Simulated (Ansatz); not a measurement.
# The antimonene bilayer (AB) between two gates, part 2 of 3

How do the bands of the antimonene bilayer (AB) follow a displacement field between two gates?

Ansatz 0.2.0; plane-wave DFT, PBE-D3(BJ), Ansatz PAW.

So far. Step 2 (Relaxation): The lattice constant a goes from 4.120 to 4.193 Å.

## 3. Gated layer, displacement field 0, start network

The slab is cut off from its images along the normal. Two sheets of opposite charge stand for the gates, so the stack stays neutral in a displacement field; barriers ahead of the sheets keep electrons from leaking to them. The uncharged case sets the zero.

The cell differs from the one that the last finished run ended in (c 43.600 → 41.787 Å).

The input, input.yaml:

```yaml
crystal:
  lattice:
    - [4.1927781119, 0.0, 0.0]
    - [-2.0963890559, 3.6310523573, 0.0]
    - [0.0, 0.0, 41.7868934471]
  atoms:
    - { symbol: Sb, position: [0.6666666667, 0.3333333333, 0.4343467174] }
    - { symbol: Sb, position: [0.3333333333, 0.6666666667, 0.4722513506] }
    - { symbol: Sb, position: [0.0, 0.0, 0.5277486494] }
    - { symbol: Sb, position: [0.6666666667, 0.3333333333, 0.5656532826] }
  periodic: [true, true, false]
  symmetry: { detect: true }
kpoints:
  mp_grid: { grid: [42, 42, 1] }
  band_path:
    path: [[0, 0, 0], [0.5, 0, 0], [0.33333333, 0.33333333, 0], [0, 0, 0]]
    npoints: 16
hamiltonian:
  xc: pbe
  dispersion: d3bj
scf:
  occupations: { method: fermi_dirac, width: 0.02585 }
  convergence: { dr2_threshold: 1.0e-10 }
output:
  forces: true
  eigenvalues: true
  dos: { projected: true, e_range: [-3, 3], de: 0.01 }
  write_potential: true
  write_density: true
  volumetric_format: npy
  elf: true
external_charges:
  - { charge: 0, barrier: 10, axis: 3, height: 27.137, sigma: 0.25 }
  - { charge: 0, barrier: 10, axis: 3, height: 14.65, sigma: 0.25 }
```

Command:

```bash
ansatz run input.yaml --threads 4 --pin off --max-ram 16384MiB --backend cpu --events-out ev --progress --plain --runs-dir out
```

Numbers of over 12 decimals in the logs are rounded to 6 here.

The program printed:

```text
[...]
Crystal: 4 atoms, lattice volume = 636.172 Å³
Basis set: ecut = 420 eV, 12229 PW (Γ), exchange–correlation on 60×60×576 points (8 copies of the dense FFT grid, shifted against one another)
Bands: 36, of which v1, the nominal top of the filled ones, is band 30 counted from 1 (29 counted from 0)
Symmetry: 12 space group operations
[...]
k-points: 169 of 1764
[...]
SCF iter   1: F=—  HF=-25939.028445 eV  |F-HF|=—  |Δ(HF+E_count)|=         —  Δρ=9.40e-4  dr2=1.80e-2  ethr=1.77e-3  ⟨swp⟩=21.5  Hψ=50474  notcnv=0  defer=3
[...]
SCF iter  10: F=-25939.026654 eV  HF=-25939.026654 eV  |F-HF|=1.27e-10  |Δ(HF+E_count)|=  9.60e-10  Δρ=6.25e-8  dr2=3.15e-11  ethr=1.00e-12  ⟨swp⟩=23.3  Hψ=53929  notcnv=0
SCF 1 converged in 10 iterations: F = -25939.026654 eV  dr2 = 3.15e-11
[...]
NSCF: frozen V_eff on 49 k-points
[...]
SCF converged after 10 iterations
Free energy (F): -25939.026654 eV
[...]
Internal energy: -25939.026236 eV  (E = F + TS)
E sigma→0 (E₀):  -25939.026445 eV
Entropy (-TS):   -0.000418 eV (-0.104 meV/atom)
Fermi energy:    -3.814495 eV
[...]
--- Forces (eV/Å), atoms and charges each counted from 1 ---
  atom   1  Sb    -0.00000000    -0.00000000     0.02115712
  atom   2  Sb    -0.00000000    -0.00000000     0.01127706
  atom   3  Sb     0.00000000     0.00000000    -0.01127706
  atom   4  Sb     0.00000000     0.00000000    -0.02115712
  external charge   1     0.00000000     0.00000000     0.02105869
  external charge   2     0.00000000     0.00000000    -0.02106655
  max |Σ_I F_I| component, the external charges' with the atoms': 7.86e-6 eV/Å
--- Band table (eV; the first three rows and the last of 169) ---
  k-point 0: bands = [... 26 lower, -5.3008, -4.9972, -4.9972, -4.2130, -3.6676, -2.8252, -2.8252, -1.9407, ... 2 higher]
  k-point 1: bands = [... 26 lower, -5.3247, -5.0710, -4.9998, -4.1556, -3.5821, -2.8878, -2.8119, -1.8761, ... 2 higher]
  k-point 2: bands = [... 26 lower, -5.3898, -5.2397, -5.0121, -4.0259, -3.4085, -2.9891, -2.7733, -1.8313, ... 2 higher]
  k-point 168: bands = [... 26 lower, -7.3450, -6.5709, -6.5709, -5.9947, -2.8371, -2.8371, -2.1367, -0.3546, ... 2 higher]
```

Elapsed: 2.8 min, on 4 threads of Arm Neoverse V1, shared host; peak memory 3.1 GiB; 11 min of CPU time.

This step gave:

- energy at zero smearing: -25939.0264 eV
- gap along the path: 0.1583 eV
- smallest direct gap along the path: 0.5455 eV
- gap, the smaller of path and mesh: 0.1368 eV
- potential beyond the upper barrier and gate, less the barrier, from the Fermi level: 3.815 eV

Running mean over a fixed 2.8 Å (it still follows the layers) of the planar mean; beyond a gate it holds the 10 eV model barrier. The electron's electrostatic potential energy less the Fermi level by z:

z (Å), electron's electrostatic potential energy less the Fermi level (eV) and a bar from the least value:
```
        4       13.8 ##############################
        5       13.8 ##############################
        6       13.8 ##############################
        7       13.8 ##############################
        8       13.8 ##############################
        9       13.8 ##############################
       10       13.8 ##############################
       11       13.8 ##############################
       12       13.8 ##############################
       13       13.7 ##############################
       14       11.2 ##########################
       15        7.5 ####################
       16        3.5 ##############
       17        0.1 ########
       18       -3.3 ###
       19       -5.4 
       20       -3.8 ##
       21       -3.5 ###
       22       -4.1 ##
       23       -5.3 
       24       -2.6 ####
       25        0.8 ##########
       26        4.4 ###############
       27        8.3 #####################
       28       11.9 ###########################
       29       13.8 ##############################
       30       13.8 ##############################
       31       13.8 ##############################
       32       13.8 ##############################
       33       13.8 ##############################
       34       13.8 ##############################
       35       13.8 ##############################
       36       13.8 ##############################
       37       13.8 ##############################
       38       13.8 ##############################
```

The density of states has structure finer than the step of the table below, so its rows give means over 0.1 eV, whole bins alone (the curve runs from -3 to 1.8 eV). Peaks (eV: height): -2.76: 5.76, -2.44: 8.44, -2.38: 9.49, -2.19: 6.25, 1.08: 5.73, 1.47: 6.17, 1.59: 7.30.

Density of states against energy, zero at the Fermi level of the run, which the smearing sets inside the gap; means over each step:

energy (eV), density of states (states/eV a cell) and a bar:
```
     -2.9       3.98 ################
     -2.8       4.38 ##################
     -2.7       3.39 ##############
     -2.6       2.30 #########
     -2.5       2.22 #########
     -2.4       7.37 ##############################
     -2.3       4.44 ##################
     -2.2       3.41 ##############
     -2.1       2.68 ###########
     -2.0       2.68 ###########
     -1.9       2.50 ##########
     -1.8       2.72 ###########
     -1.7       3.02 ############
     -1.6       3.79 ###############
     -1.5       3.53 ##############
     -1.4       2.63 ###########
     -1.3       2.83 ############
     -1.2       2.20 #########
     -1.1       1.13 #####
     -1.0       0.82 ###
     -0.9       0.66 ###
     -0.8       0.56 ##
     -0.7       0.49 ##
     -0.6       0.44 ##
     -0.5       0.39 ##
     -0.4       0.38 ##
     -0.3       0.41 ##
     -0.2       0.46 ##
     -0.1       0.62 ###
      0.0       0.00 
      0.1       0.75 ###
      0.2       1.17 #####
      0.3       1.25 #####
      0.4       1.20 #####
      0.5       2.78 ###########
      0.6       4.60 ###################
      0.7       4.27 #################
      0.8       4.24 #################
      0.9       2.99 ############
      1.0       3.05 ############
      1.1       4.57 ###################
      1.2       3.58 ###############
      1.3       5.17 #####################
      1.4       4.97 ####################
      1.5       5.27 #####################
      1.6       5.78 ########################
      1.7       2.73 ###########
```

Projected DOS per atom over height of the atomic layer and energy from the Fermi level. Layers: Sb Sb Sb Sb from below.

Ten even steps from '0' (0.05 states/eV) to '9' (1.54 states/eV), each cell a mean:
```
6336
9559
8558
6446
6446
7557
2112
1001
0000
0000
0000
0000
1001
3113
5335
6446
4334
4334
6446
8558
5445
7557
```
Columns: height of the atomic layer (Å) from 18.1 to 23.6 (not evenly spaced); rows upwards: energy from the Fermi level (eV) from -2.98 to 1.77.

The electronic bands at the labelled points (eV, zero at the Fermi level of the run, which the smearing sets inside the gap):

```
  point  band 27  band 28  band 29  band 30  band 31  band 32  band 33  band 34
      Γ    -1.49    -1.18    -1.18    -0.40     0.15     0.99     0.99     1.87
halfway    -2.59    -1.98    -1.83    -1.23     0.41     1.55     1.57     2.17
      M    -3.20    -2.87    -2.36    -1.62     0.25     0.79     1.52     1.72
halfway    -3.60    -3.30    -2.32    -1.65     0.48     1.35     1.51     2.60
      K    -3.53    -2.76    -2.76    -2.18     0.98     0.98     1.68     3.46
halfway    -2.89    -2.87    -1.74    -0.91     0.53     1.49     1.81     2.25
      Γ    -1.49    -1.18    -1.18    -0.40     0.15     0.99     0.99     1.87
```

Electrostatic potential energy in the ca plane at fractional y = 0.333, with atoms of Sb within 0.2 Å of it. With pseudopotentials it is smooth inside the atoms' cores, unlike the true potential.

Ten even steps from '0' (-31 eV) to '9' (10 eV), each cell a mean:
```
99999987777765444566667766665444567777779999
99999987777753100256777777653100256777779999
99999987777641000046777777641000046777779999
99999987777640000036777777640000036777779999
99999987777651000046777777651000046777779999
99999987777764101356777777664101356777779999
99999987777766545566667766666545667777779999
99999987777777666666666666566666777777779999
99999987777777776655566665556677777777779999
99999987777777776655566665556677777777779999
99999987777776666666666666666666677777779999
```
Columns run along c (16.0 Å, from fractional 0.30 to 0.69 of the cell; values clipped at the 3rd and 97th percentile), rows up along a (4.2 Å). Atoms in or near the plane, at fractional coordinates: Sb at (0.43, 0.67), Sb at (0.57, 0.67).

Valence density in the ca plane at fractional y = 0.333, with atoms of Sb within 0.2 Å of it. It is the smooth field of the valence electrons, not physical close to the nuclei.

Values in units of 1e0 e/Å³, 6 rows by 16 columns, each cell a mean:
```
0.0 0.0 0.0 0.0 0.2 0.8 0.4 0.1 0.1 0.1 0.5 0.7 0.1 0.0 0.0 0.0
0.0 0.0 0.0 0.0 0.5 9.6 1.6 0.1 0.0 0.1 3.7 7.7 0.2 0.0 0.0 0.0
0.0 0.0 0.0 0.0 0.4 5.8 1.1 0.1 0.0 0.1 2.3 4.7 0.2 0.0 0.0 0.0
0.0 0.0 0.0 0.0 0.1 0.4 0.3 0.1 0.1 0.2 0.3 0.3 0.1 0.0 0.0 0.0
0.0 0.0 0.0 0.0 0.0 0.1 0.2 0.2 0.2 0.2 0.2 0.1 0.0 0.0 0.0 0.0
0.0 0.0 0.0 0.0 0.0 0.1 0.2 0.2 0.1 0.2 0.2 0.1 0.0 0.0 0.0 0.0
```
Columns run along c (16.0 Å, from fractional 0.30 to 0.69 of the cell), rows up along a (4.2 Å). Atoms in or near the plane, at fractional coordinates: Sb at (0.43, 0.67), Sb at (0.57, 0.67).

ELF in the ca plane at fractional y = 0.333, with atoms of Sb within 0.2 Å of it. It is the smooth field of the valence electrons, not physical close to the nuclei.

Ten even steps from '0' (0.00) to '9' (0.83), each cell a mean:
```
00000000136787655665421124566555788642000000
00000001368986433455310012454333589974100000
00000002579974100344200002443100379985200000
00000002589973000234200002333000269986310000
00000002479974101344210002443101479985200000
00000001368986433455310012454334589863100000
00000000135777655665431124566555777531000000
00000000001234445555543345556544432100000000
00000000000001123454554455454321100000000000
00000000000001123455554455555321100000000000
00000000001345555665543345566555543210000000
```
Columns run along c (16.0 Å, from fractional 0.30 to 0.69 of the cell), rows up along a (4.2 Å). Atoms in or near the plane, at fractional coordinates: Sb at (0.43, 0.67), Sb at (0.57, 0.67).

The gap, the smaller of path and mesh, is 0.137 eV.

## 4. Gated layer, displacement field 0.905 V/nm

Edit input.yaml of step 3 so:

```diff
@@ -26,3 +26,2 @@
   eigenvalues: true
-  dos: { projected: true, e_range: [-3, 3], de: 0.01 }
   write_potential: true
@@ -30,5 +29,6 @@
   volumetric_format: npy
-  elf: true
 external_charges:
   - { charge: 0, barrier: 10, axis: 3, height: 27.137, sigma: 0.25 }
+  - { charge: -0.007612, axis: 3, height: 28.637, sigma: 0.5 }
   - { charge: 0, barrier: 10, axis: 3, height: 14.65, sigma: 0.25 }
+  - { charge: 0.007612, axis: 3, height: 13.15, sigma: 0.5 }
```

The program printed:

```text
[...]
Crystal: 4 atoms, lattice volume = 636.172 Å³
Basis set: ecut = 420 eV, 12229 PW (Γ), exchange–correlation on 60×60×576 points (8 copies of the dense FFT grid, shifted against one another)
Bands: 36, of which v1, the nominal top of the filled ones, is band 30 counted from 1 (29 counted from 0)
Symmetry: 6 space group operations
k-points: 169 of 1764 (time reversal used)
[...]
SCF iter  13: F=-25939.024308 eV  HF=-25939.024308 eV  |F-HF|=6.18e-11  |Δ(HF+E_count)|=  2.15e-10  Δρ=4.12e-8  dr2=3.32e-11  ethr=1.00e-12  ⟨swp⟩=23.3  Hψ=46683  notcnv=0
SCF 1 converged in 13 iterations: F = -25939.024308 eV  dr2 = 3.32e-11
[...]
SCF converged after 13 iterations
Free energy (F): -25939.024308 eV
[...]
Internal energy: -25939.023890 eV  (E = F + TS)
E sigma→0 (E₀):  -25939.024099 eV
Entropy (-TS):   -0.000418 eV (-0.104 meV/atom)
Fermi energy:    -3.815144 eV
[...]
--- Forces (eV/Å), atoms and charges each counted from 1 ---
  atom   1  Sb    -0.00000000     0.00000000     0.02574740
  atom   2  Sb    -0.00000000     0.00000000     0.00757892
  atom   3  Sb     0.00000000     0.00000000    -0.01502085
  atom   4  Sb     0.00000000    -0.00000000    -0.01596305
  external charge   1     0.00000000     0.00000000     0.01992687
  external charge   2     0.00000000     0.00000000    -0.00034486
  external charge   3     0.00000000     0.00000000    -0.02226838
  external charge   4     0.00000000     0.00000000     0.00034373
  max |Σ_I F_I| component, the external charges' with the atoms': 2.15e-7 eV/Å
--- Band table (eV; the first three rows and the last of 169) ---
  k-point 0: bands = [... 26 lower, -5.3015, -4.9977, -4.9977, -4.2138, -3.6680, -2.8259, -2.8259, -1.9414, ... 2 higher]
  k-point 1: bands = [... 26 lower, -5.3253, -5.0716, -5.0004, -4.1563, -3.5825, -2.8884, -2.8125, -1.8767, ... 2 higher]
  k-point 2: bands = [... 26 lower, -5.3904, -5.2402, -5.0127, -4.0266, -3.4090, -2.9897, -2.7739, -1.8319, ... 2 higher]
  k-point 168: bands = [... 26 lower, -7.3456, -6.5733, -6.5697, -5.9953, -2.8403, -2.8354, -2.1374, -0.3592, ... 2 higher]
```

Elapsed: 3 min, on 4 threads; peak memory 2.8 GiB.

Numbers from this step:

| Property | Result |
| --- | --- |
| energy at zero smearing | -25939.0241 eV |
| gap along the path | 0.1584 eV |
| smallest direct gap along the path | 0.5458 eV |
| gap, the smaller of path and mesh | 0.1369 eV |
| potential beyond the upper barrier and gate, less the barrier, from the Fermi level | 4.149 eV |

Electronic bands along the path, in eV, zero at the Fermi level of the run, which the smearing sets inside the gap:

```csv
point,band 27,band 28,band 29,band 30,band 31,band 32,band 33,band 34
Γ,-1.49,-1.18,-1.18,-0.40,0.15,0.99,0.99,1.87
halfway,-2.59,-1.98,-1.83,-1.23,0.41,1.55,1.57,2.17
M,-3.20,-2.87,-2.36,-1.62,0.25,0.79,1.52,1.72
halfway,-3.60,-3.30,-2.32,-1.65,0.48,1.35,1.51,2.60
K,-3.53,-2.76,-2.75,-2.18,0.97,0.98,1.68,3.46
halfway,-2.89,-2.87,-1.74,-0.91,0.53,1.49,1.81,2.25
Γ,-1.49,-1.18,-1.18,-0.40,0.15,0.99,0.99,1.87
```

The gap, the smaller of path and mesh, is 0.137 eV.

## 5. Gated layer, displacement field 1.81 V/nm

Edit input.yaml of step 4 so:

```diff
@@ -31,4 +31,4 @@
   - { charge: 0, barrier: 10, axis: 3, height: 27.137, sigma: 0.25 }
-  - { charge: -0.007612, axis: 3, height: 28.637, sigma: 0.5 }
+  - { charge: -0.015224, axis: 3, height: 28.637, sigma: 0.5 }
   - { charge: 0, barrier: 10, axis: 3, height: 14.65, sigma: 0.25 }
-  - { charge: 0.007612, axis: 3, height: 13.15, sigma: 0.5 }
+  - { charge: 0.015224, axis: 3, height: 13.15, sigma: 0.5 }
```

The program printed:

```text
[...]
Crystal: 4 atoms, lattice volume = 636.172 Å³
Basis set: ecut = 420 eV, 12229 PW (Γ), exchange–correlation on 60×60×576 points (8 copies of the dense FFT grid, shifted against one another)
Bands: 36, of which v1, the nominal top of the filled ones, is band 30 counted from 1 (29 counted from 0)
Symmetry: 6 space group operations
k-points: 169 of 1764 (time reversal used)
[...]
--- Band table (eV; the first three rows and the last of 169) ---
  k-point 0: bands = [... 26 lower, -5.3034, -4.9994, -4.9994, -4.2162, -3.6692, -2.8277, -2.8277, -1.9431, ... 2 higher]
  k-point 1: bands = [... 26 lower, -5.3273, -5.0733, -5.0021, -4.1586, -3.5838, -2.8903, -2.8144, -1.8785, ... 2 higher]
  k-point 2: bands = [... 26 lower, -5.3923, -5.2418, -5.0144, -4.0288, -3.4106, -2.9915, -2.7758, -1.8338, ... 2 higher]
  k-point 168: bands = [... 26 lower, -7.3476, -6.5768, -6.5698, -5.9969, -2.8447, -2.8349, -2.1394, -0.3651, ... 2 higher]
[key lines of the parts left out:]
SCF converged after 13 iterations
Free energy (F): -25939.017268 eV
Fermi energy:    -3.817054 eV
```

It took 3.1 min on 4 threads; peak memory 2.8 GiB.

The gap, the smaller of path and mesh, is 0.137 eV.

## 6. Gated layer, displacement field 2.71 V/nm

Edit input.yaml of step 5 so:

```diff
@@ -31,4 +31,4 @@
   - { charge: 0, barrier: 10, axis: 3, height: 27.137, sigma: 0.25 }
-  - { charge: -0.015224, axis: 3, height: 28.637, sigma: 0.5 }
+  - { charge: -0.022836, axis: 3, height: 28.637, sigma: 0.5 }
   - { charge: 0, barrier: 10, axis: 3, height: 14.65, sigma: 0.25 }
-  - { charge: 0.015224, axis: 3, height: 13.15, sigma: 0.5 }
+  - { charge: 0.022836, axis: 3, height: 13.15, sigma: 0.5 }
```

The program printed:

```text
[...]
Crystal: 4 atoms, lattice volume = 636.172 Å³
Basis set: ecut = 420 eV, 12229 PW (Γ), exchange–correlation on 60×60×576 points (8 copies of the dense FFT grid, shifted against one another)
Bands: 36, of which v1, the nominal top of the filled ones, is band 30 counted from 1 (29 counted from 0)
Symmetry: 6 space group operations
k-points: 169 of 1764 (time reversal used)
[...]
--- Band table (eV; the first three rows and the last of 169) ---
  k-point 0: bands = [... 26 lower, -5.3067, -5.0022, -5.0022, -4.2202, -3.6713, -2.8308, -2.8308, -1.9461, ... 2 higher]
  k-point 1: bands = [... 26 lower, -5.3305, -5.0761, -5.0049, -4.1625, -3.5861, -2.8933, -2.8175, -1.8815, ... 2 higher]
  k-point 2: bands = [... 26 lower, -5.3955, -5.2445, -5.0173, -4.0324, -3.4131, -2.9946, -2.7788, -1.8368, ... 2 higher]
  k-point 168: bands = [... 26 lower, -7.3509, -6.5815, -6.5710, -5.9996, -2.8504, -2.8358, -2.1428, -0.3724, ... 2 higher]
[key lines of the parts left out:]
SCF converged after 14 iterations
Free energy (F): -25939.005537 eV
Fermi energy:    -3.820248 eV
```

Wall time 3.2 min (4 threads); peak memory 2.8 GiB.

The gap, the smaller of path and mesh, is 0.137 eV.

(Part 2 of 3 ends here.)

[Logs are printed without paths, hosts, clocks, repeated set-up lines and the standing remarks that a program may print on its own settings, such as how far it seeks lower states.]

[Hosts, paths, dates, database ids (printed as entryN), source tags and the programs' standing remarks are cut or masked in the printed files.]

[Maps of the electrostatic potential energy from Ansatz leave out the sawtooth potential of an applied field or a dipole correction, so their vacuum need not be flat; planar profiles and work functions include it.]
